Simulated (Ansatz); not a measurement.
## LaGaO3 (R-3c): band gap by G0W0 on LDA

Wanted: the gap of LaGaO3 (R-3c) with a many-body correction, and the time that it takes.

Method: LDA, then G0W0 on it, plane waves, PAW, in Ansatz 0.2.0.

### Step 1. The structure

Symmetry: R-3c, No. 167, trigonal system. The conventional cell has a = 5.543 Å, b = 5.543 Å, c = 13.433 Å, α = 90.00°, β = 90.00°, γ = 120.00°. La has 12 O at 2.47 to 3.08 Å nearest. Nearest to Ga lie 6 O at 1.98 Å. Nearest to O lie 2 Ga at 1.98 Å and 4 La at 2.47 to 3.08 Å. Farther neighbours and most contacts between anions are not listed.

As a file:

```cif
data_structure
_symmetry_space_group_name_H-M 'R-3c:H'
_symmetry_Int_Tables_number 167
_cell_length_a 5.5429
_cell_length_b 5.5429
_cell_length_c 13.4328
_cell_angle_alpha 90.000
_cell_angle_beta 90.000
_cell_angle_gamma 120.000
_cell_volume 357.41
loop_
_atom_site_label
_atom_site_type_symbol
_atom_site_symmetry_multiplicity
_atom_site_Wyckoff_symbol
_atom_site_fract_x
_atom_site_fract_y
_atom_site_fract_z
_atom_site_occupancy
La1 La 6 a 0.33333 0.66667 0.91667 1
Ga1 Ga 6 b 0.00000 0.00000 0.00000 1
O1 O 18 e 0.55480 0.00000 0.25000 1
```

The cell and positions come from the Crystallography Open Database and are kept as given unless a step says otherwise. Spin-orbit coupling is left out unless a step names it. The default PAW set here is soft_2. Its files were made with PBE.

### Step 2. Bands along the symmetry lines

Levels along a band path and on the mesh show where this functional puts the band edges.

This step: DFT, LDA, plane waves, PAW.

Contents of input.yaml:

```yaml
crystal:
  lattice:
    - [2.77145, 1.6000974035, 4.4776]
    - [-2.77145, 1.6000974035, 4.4776]
    - [0.0, -3.2001948071, 4.4776]
  atoms:
    - { symbol: La, position: [0.25, 0.25, 0.25] }
    - { symbol: La, position: [0.75, 0.75, 0.75] }
    - { symbol: Ga, position: [0.0, 0.0, 0.0] }
    - { symbol: Ga, position: [0.5, 0.5, 0.5] }
    - { symbol: O, position: [0.8048, 0.6952, 0.25] }
    - { symbol: O, position: [0.25, 0.8048, 0.6952] }
    - { symbol: O, position: [0.6952, 0.25, 0.8048] }
    - { symbol: O, position: [0.1952, 0.3048, 0.75] }
    - { symbol: O, position: [0.75, 0.1952, 0.3048] }
    - { symbol: O, position: [0.3048, 0.75, 0.1952] }
kpoints:
  mp_grid: { grid: [6, 6, 6] }
  band_path:
    path:
      - [[0.0, 0.0, 0.0], [0.5, 0.5, 0.5], [0.74819777, 0.25180223, 0.5]]
      - [[0.5, -0.25180223, 0.25180223], [0.5, 0.0, 0.0], [0.0, 0.0, 0.0], [0.37590111, -0.37590111, 0.0]]
      - [[0.62409889, 0.0, 0.37590111], [0.5, 0.0, 0.5], [0.0, 0.0, 0.0]]
    npoints: 10
hamiltonian:
  xc: lda
scf:
  occupations: { method: fermi_dirac, width: 0.02 }
  n_extra_bands: 7
output:
  eigenvalues: true
  write_density: true
  write_potential: true
  elf: true
  volumetric_format: npy
```

Started as:

```
ansatz run input.yaml --threads 3 --pin off --max-ram 92160MiB --backend cuda --events-out ev --progress --plain --runs-dir out --devices 1 --max-vram 13GiB
```

Numbers of over 12 decimals in the logs are rounded to 6 here.

The log of the run:

```text
scf.n_extra_bands = 7 over 42 filled bands (N_el = 84.0): the run solves 49 bands
GPUs: using 1 of 1 available (devices: 1).
Engine: ansatz 0.2.0, x86_64-unknown-linux-gnu
Pseudopotentials: kind: paw
Pseudopotential: La, paw, valence charge 11, recommended cutoff 420 eV (normal), La.paw.azcp
Pseudopotential: Ga, paw, valence charge 13, recommended cutoff 420 eV (normal), Ga.paw.azcp
Pseudopotential: O, paw, valence charge 6, recommended cutoff 420 eV (normal), O.paw.azcp
Functional definition: SPW92
  exchange = slater_x
  correlation = pw_c
device memory: the entry about to start is reckoned to put 2.8 GiB on a device that reports 30.4 GiB free (of which the cap on the GPU budget leaves the run 13.0 GiB)
GPU FFT provider: cuFFT
GPU libraries: cuBLAS 13.8.2, cuFFT 12.4.0, cuSOLVER 12.3.4
Crystal: 10 atoms, lattice volume = 119.138 Å³
Basis set: ecut = 420 eV, 2319 PW (Γ)
Bands: 49, of which v1, the nominal top of the filled ones, is band 42 counted from 1 (41 counted from 0)
Symmetry: 12 space group operations
Space group: R-3c (ITA 167), of the structure as read, at distance tolerance 4.9e-5 Å
k-points: 32 of 216
Non-local potential: La, projectors of the file, l = 0: 3, l = 1: 2, l = 2: 2, l = 3: 3
Non-local potential: Ga, projectors of the file, l = 0: 2, l = 1: 2, l = 2: 3, l = 3: 1
Non-local potential: O, projectors of the file, l = 0: 2, l = 1: 2, l = 2: 1
PAW form: soft (Blöchl's): semilocal exchange-correlation on the pseudo side does not see the compensation charge
PAW frozen core: La, regenerated for the run's functional, and the local potential with it (the file was generated under x = pbe(κ = 0.804, μ = 0.219515), c = pbe(β = 0.066725))
PAW frozen core: Ga, regenerated for the run's functional, and the local potential with it (the file was generated under x = pbe(κ = 0.804, μ = 0.219515), c = pbe(β = 0.066725))
PAW frozen core: O, regenerated for the run's functional, and the local potential with it (the file was generated under x = pbe(κ = 0.804, μ = 0.219515), c = pbe(β = 0.066725))
PAW one-centre angular grid: La, 590 points (default); XC on 64 Gauss nodes
PAW one-centre angular grid: Ga, 590 points (default); XC on 64 Gauss nodes
PAW one-centre angular grid: O, 110 points (default); XC on 64 Gauss nodes
Initial density: superposition of atomic densities (neutral atoms: chi_scale 0, normalization atom), corrected by the library's trained network
Initial wavefunctions: pseudopotential atomic-orbital guess
GPU buffer pool allocated for 64000 grid points (all kernels)
GPU transforms: local potential and band sums: pruned to the plane-wave sphere, on 40×40×40
Functional: x = slater, c = lda
SCF iter   1: F=—  HF=-22910.690498 eV  |F-HF|=—  |Δ(HF+E_count)|=         —  Δρ=1.96e-2  dr2=4.16e-1  ethr=1.77e-3  ⟨swp⟩=5.4  Hψ=6300  notcnv=0
preconditioner: auto → Resta (q_TF=auto, 2.574 Å⁻¹)  ε∞=6.0  [insulator: Δε(μ)=3.322 eV  Ē_g=13.922 eV  σ=0.020 eV  W_gap=1.00  n_scr=26 (ndim 8)  ℏωp=31.2 eV  f_vac=0.000  D(μ)=0.00/eV (n_scr^D=0)  ε∞_Penn≈6.0]
SCF iter   2: F=—  HF=-22910.590445 eV  |F-HF|=—  |Δ(HF+E_count)|=   1.00e-1  Δρ=5.23e-3  dr2=1.11e-2  ethr=4.96e-4  ⟨swp⟩=4.1  Hψ=3648  notcnv=0
SCF iter   3: F=—  HF=-22910.587758 eV  |F-HF|=—  |Δ(HF+E_count)|=   2.69e-3  Δρ=2.31e-3  dr2=3.16e-3  ethr=1.32e-5  ⟨swp⟩=3.4  Hψ=3336  notcnv=0
SCF iter   4: F=—  HF=-22910.587039 eV  |F-HF|=—  |Δ(HF+E_count)|=   7.19e-4  Δρ=6.70e-4  dr2=2.15e-4  ethr=3.76e-6  ⟨swp⟩=2.3  Hψ=2707  notcnv=0
SCF iter   5: F=—  HF=-22910.586848 eV  |F-HF|=—  |Δ(HF+E_count)|=   1.92e-4  Δρ=1.34e-4  dr2=1.34e-5  ethr=2.56e-7  ⟨swp⟩=2.3  Hψ=2824  notcnv=0
SCF iter   6: F=—  HF=-22910.586883 eV  |F-HF|=—  |Δ(HF+E_count)|=   3.49e-5  Δρ=2.52e-5  dr2=5.43e-7  ethr=1.60e-8  ⟨swp⟩=2.8  Hψ=3067  notcnv=0
SCF iter   7: F=-22910.586883 eV  HF=-22910.586883 eV  |F-HF|=1.75e-9  |Δ(HF+E_count)|=   1.88e-9  Δρ=4.98e-6  dr2=2.17e-8  ethr=1.19e-10  ⟨swp⟩=6.3  Hψ=5748  notcnv=0
SCF 1 converged in 7 iterations: F = -22910.586883 eV  dr2 = 2.17e-8
  greatest PAW one-centre occupation: 0.998 electrons in one spin orbital (limit 2), on the Ga atom at site 2 (counted from 0), in its partial waves of l = 2
device memory: the entry about to start is reckoned to put 2.7 GiB on a device that reports 30.7 GiB free (of which the cap on the GPU budget leaves the run 13.0 GiB)
NSCF: frozen V_eff on 73 k-points
SCF converged after 7 iterations
Free energy (F): -22910.586883 eV
Harris-Foulkes:  -22910.586883 eV  (|F-HF|=1.75e-9)
Internal energy: -22910.586883 eV  (E = F + TS)
E sigma→0 (E₀):  -22910.586883 eV
Fermi energy:    12.510155 eV
--- Per-component energies (eV) ---
  E_band       = 91.096955
  E_kinetic    = 1664.275610
  E_local      = -5973.315140  (includes V_loc(G=0)·N_el)
  E_nonlocal   = 1370.856862
  E_hartree    = 2611.182552
  E_xc         = -849.336106
  E_vxc        = -972.359438  (∫ρ·V_xc dr)
  E_paw        = -15218.524816  (= ΣΔE_a)
  E_vpaw       = -1220.743839  (= ΣTr[D̂ρ^β])
  E_aug_tail   = 0.014585  (compensation charges beyond the density's cutoff)
  E_ewald      = -6520.424351
  E_core_change = 4.683921  (= ΣΔE_core)
  E_smearing   = -0.000000  (= −TS)
  E_closure    = 0.000000  (closes the sum)
  Σ components = -22910.586883   (vs F -22910.586883, Δ=0.00e0)
--- Band table (eV; the first three rows and the last of 32) ---
  k-point 0: bands = [... 38 lower, 10.4500, 10.5415, 10.5415, 10.5858, 14.2341, 14.8577, 14.8577, 15.2060, ... 3 higher]
  k-point 1: bands = [... 38 lower, 10.3728, 10.4406, 10.5028, 10.5631, 14.6371, 14.9394, 14.9612, 15.1888, ... 3 higher]
  k-point 2: bands = [... 38 lower, 10.3253, 10.3559, 10.5613, 10.5668, 15.0753, 15.0974, 15.1573, 15.1652, ... 3 higher]
  k-point 31: bands = [... 38 lower, 10.2058, 10.2058, 10.2058, 10.2058, 15.2007, 15.2007, 15.2174, 15.2174, ... 3 higher]
```

Wall time 12 s (1 × NVIDIA H100 80GB HBM3 (shared by 6 runs) with 3 threads of AMD EPYC 7R13 (Zen 3), shared host); peak memory 0.97 GiB; 17 s of CPU time.

This step gave:

```yaml
filled_bands: 42
gap: 3.499 eV
valence_top_at: k = (0.338, -0.338, 0.000)
conduction_bottom_at: Γ
least_direct_gap: 3.648 eV
```

Over mesh and path the gap is 3.499 eV, from k = (0.338, -0.338, 0.000) to k = Γ. The least direct gap found is 3.648 eV, at k = Γ.

Electronic bands along the path, in eV, zero at the top of the highest nominally filled band:

```tsv
point	band 39	band 40	band 41	band 42	band 43	band 44	band 45	band 46
Γ	-0.29	-0.19	-0.19	-0.15	3.50	4.12	4.12	4.47
halfway	-0.59	-0.58	-0.37	-0.37	4.33	4.33	4.41	4.47
T	-0.53	-0.53	-0.53	-0.53	4.47	4.47	4.48	4.48
halfway	-0.85	-0.85	-0.39	-0.39	4.42	4.42	4.48	4.48
H2	-0.67	-0.67	-0.43	-0.43	4.40	4.40	4.48	4.48
jump to H0	-0.67	-0.67	-0.43	-0.43	4.40	4.40	4.48	4.48
halfway	-0.83	-0.83	-0.18	-0.18	4.40	4.40	4.44	4.44
L	-0.41	-0.41	-0.15	-0.15	4.38	4.38	4.43	4.43
halfway	-0.42	-0.34	-0.20	-0.18	4.28	4.29	4.30	4.44
Γ	-0.29	-0.19	-0.19	-0.15	3.50	4.12	4.12	4.47
halfway	-0.60	-0.43	-0.36	-0.09	4.34	4.34	4.45	4.46
S0	-0.84	-0.78	-0.69	0.00	4.38	4.40	4.43	4.53
jump to S2	-0.84	-0.78	-0.69	0.00	4.38	4.40	4.43	4.53
halfway	-0.84	-0.82	-0.38	-0.01	4.38	4.39	4.41	4.53
F	-0.85	-0.79	-0.26	0.00	4.37	4.39	4.40	4.52
halfway	-0.49	-0.49	-0.29	-0.14	4.30	4.38	4.42	4.44
Γ	-0.29	-0.19	-0.19	-0.15	3.50	4.12	4.12	4.47
```

ELF in the ac plane of the conventional cell at fractional y = 0.000, with atoms of La and Ga and O within 0.2 Å of it. It is the smooth field of the valence electrons, not physical close to the nuclei.

Values, 24 rows by 15 columns, each cell a mean:
```
0.07 0.11 0.16 0.16 0.12 0.07 0.04 0.05 0.17 0.42 0.54 0.49 0.30 0.16 0.07
0.14 0.15 0.23 0.35 0.31 0.13 0.05 0.07 0.31 0.69 0.81 0.79 0.65 0.31 0.15
0.07 0.10 0.21 0.32 0.28 0.11 0.05 0.06 0.23 0.61 0.79 0.80 0.67 0.32 0.09
0.29 0.21 0.11 0.09 0.09 0.12 0.17 0.16 0.12 0.21 0.40 0.43 0.28 0.20 0.27
0.75 0.74 0.48 0.13 0.27 0.58 0.69 0.67 0.51 0.23 0.08 0.10 0.39 0.71 0.77
0.21 0.59 0.74 0.30 0.53 0.79 0.58 0.63 0.79 0.55 0.12 0.20 0.74 0.80 0.36
0.40 0.68 0.71 0.26 0.48 0.78 0.68 0.71 0.76 0.48 0.11 0.17 0.68 0.82 0.52
0.71 0.62 0.33 0.09 0.18 0.42 0.55 0.52 0.34 0.15 0.11 0.13 0.26 0.55 0.70
0.14 0.11 0.11 0.15 0.12 0.08 0.09 0.08 0.12 0.33 0.56 0.60 0.41 0.18 0.14
0.09 0.13 0.24 0.37 0.32 0.13 0.05 0.07 0.28 0.68 0.82 0.81 0.71 0.36 0.12
0.13 0.15 0.21 0.29 0.26 0.11 0.04 0.07 0.28 0.65 0.78 0.75 0.57 0.26 0.14
0.09 0.09 0.16 0.14 0.11 0.08 0.05 0.04 0.11 0.28 0.36 0.33 0.22 0.14 0.04
0.07 0.12 0.23 0.42 0.54 0.50 0.28 0.08 0.04 0.05 0.10 0.15 0.16 0.15 0.07
0.14 0.20 0.50 0.76 0.81 0.78 0.49 0.13 0.05 0.08 0.23 0.36 0.29 0.18 0.14
0.07 0.18 0.54 0.77 0.81 0.73 0.40 0.10 0.04 0.07 0.20 0.33 0.27 0.14 0.08
0.29 0.22 0.22 0.37 0.44 0.30 0.14 0.13 0.17 0.15 0.10 0.09 0.09 0.16 0.27
0.75 0.76 0.56 0.19 0.07 0.13 0.38 0.62 0.69 0.65 0.43 0.13 0.29 0.66 0.76
0.22 0.64 0.84 0.44 0.07 0.33 0.73 0.74 0.53 0.73 0.73 0.28 0.57 0.74 0.34
0.41 0.72 0.81 0.38 0.07 0.28 0.67 0.77 0.66 0.76 0.68 0.24 0.52 0.76 0.50
0.72 0.64 0.39 0.15 0.12 0.12 0.24 0.46 0.56 0.50 0.29 0.09 0.19 0.52 0.69
0.14 0.14 0.29 0.54 0.61 0.45 0.19 0.09 0.09 0.08 0.10 0.15 0.13 0.10 0.13
0.09 0.21 0.58 0.79 0.82 0.77 0.47 0.12 0.05 0.08 0.24 0.38 0.31 0.17 0.10
0.13 0.18 0.42 0.70 0.78 0.74 0.46 0.12 0.04 0.07 0.19 0.30 0.25 0.17 0.14
0.09 0.09 0.18 0.28 0.36 0.33 0.19 0.06 0.04 0.07 0.10 0.13 0.15 0.13 0.04
```
Columns run along a (5.5 Å), rows up along c (13.4 Å), edges of the conventional cell, whose origin can differ from the input's. Atoms in or near the plane, at fractional coordinates: La at (0.00, 0.25), La at (0.00, 0.75), Ga at (0.00, 0.00), Ga at (0.00, 0.50), O at (0.55, 0.25), O at (0.45, 0.75).

Electrostatic potential energy in the ac plane of the conventional cell at fractional y = 0.000, with atoms of La and Ga and O within 0.2 Å of it. With pseudopotentials it is smooth inside the atoms' cores, unlike the true potential.

Ten even steps from '_' (-31 eV) to '@' (16 eV), each cell a mean:
```
====**@@@@@@@@@@@@@@@@@@%%++==
**##@@@@@@@@@@@@@@%%++==%%%%##
@@@@@@@@@@@@@@@@@@@@****@@@@@@
##%%@@@@@@@@@@@@@@@@@@@@@@%%%%
..--**%%@@@@####@@@@@@@@##==..
==__::##@@==____++@@@@%%++__::
..__--##@@++..::##@@@@%%++____
--++##@@@@@@@@@@@@@@@@@@%%**==
%%@@@@@@@@@@@@@@@@@@@@@@@@@@%%
@@@@@@@@@@@@@@@@@@%%++++%%@@@@
++**%%@@@@@@@@@@@@@@****%%##++
====**@@@@@@@@@@@@@@@@@@##====
====**@@@@@@@@@@@@@@@@@@%%++==
**##%%**==##@@@@@@@@@@@@@@%%##
@@@@@@##**%%@@@@@@@@@@@@@@@@@@
##%%@@@@@@@@@@@@@@@@@@@@@@%%%%
..--**%%@@@@@@%%##%%@@@@##==..
==__::##@@@@%%::__..##%%++__::
..__--##@@@@@@--..--%%%%++____
--++##@@@@@@@@@@@@@@@@@@%%**==
%%@@@@@@@@@@@@@@@@@@@@@@@@@@%%
@@@@@@**==##@@@@@@@@@@@@@@@@@@
++**%%##**%%@@@@@@@@@@@@@@##++
====**@@@@@@@@@@@@@@@@@@##====
```
Columns run along a (5.5 Å; values clipped at the 3rd and 97th percentile), rows up along c (13.4 Å), edges of the conventional cell, whose origin can differ from the input's. Atoms in or near the plane, at fractional coordinates: La at (0.00, 0.25), La at (0.00, 0.75), Ga at (0.00, 0.00), Ga at (0.00, 0.50), O at (0.55, 0.25), O at (0.45, 0.75).

(Part 1 of 3 ends here.)

[Paths, hosts, dates, memory and timing lines, banners, echoed tables and standing remarks are left out of the program output.]

[Logs are printed without paths, hosts, clocks, repeated set-up lines and the standing remarks that a program may print on its own settings, such as how far it seeks lower states.]

[Runs of the session that timed out or met a known fault of the program may be left out.]

[Cells called generated may have been cut or substituted from an entry of the Crystallography Open Database or the Materials Project.]

[Hosts, paths, dates, database ids (printed as entryN), source tags and the programs' standing remarks are cut or masked in the printed files.]

[Where an RPA ε∞ is given, it is that of the G0W0 mesh and is not shown converged in it. Names of k-points follow the symmetry that the program found, which can be lower than the space group named. Band edges on a path are those of the sampled points; other points can move an edge, and change direct to indirect where valleys lie close.]

[Hybrid gaps are those of their k-mesh and are not shown converged in it.]
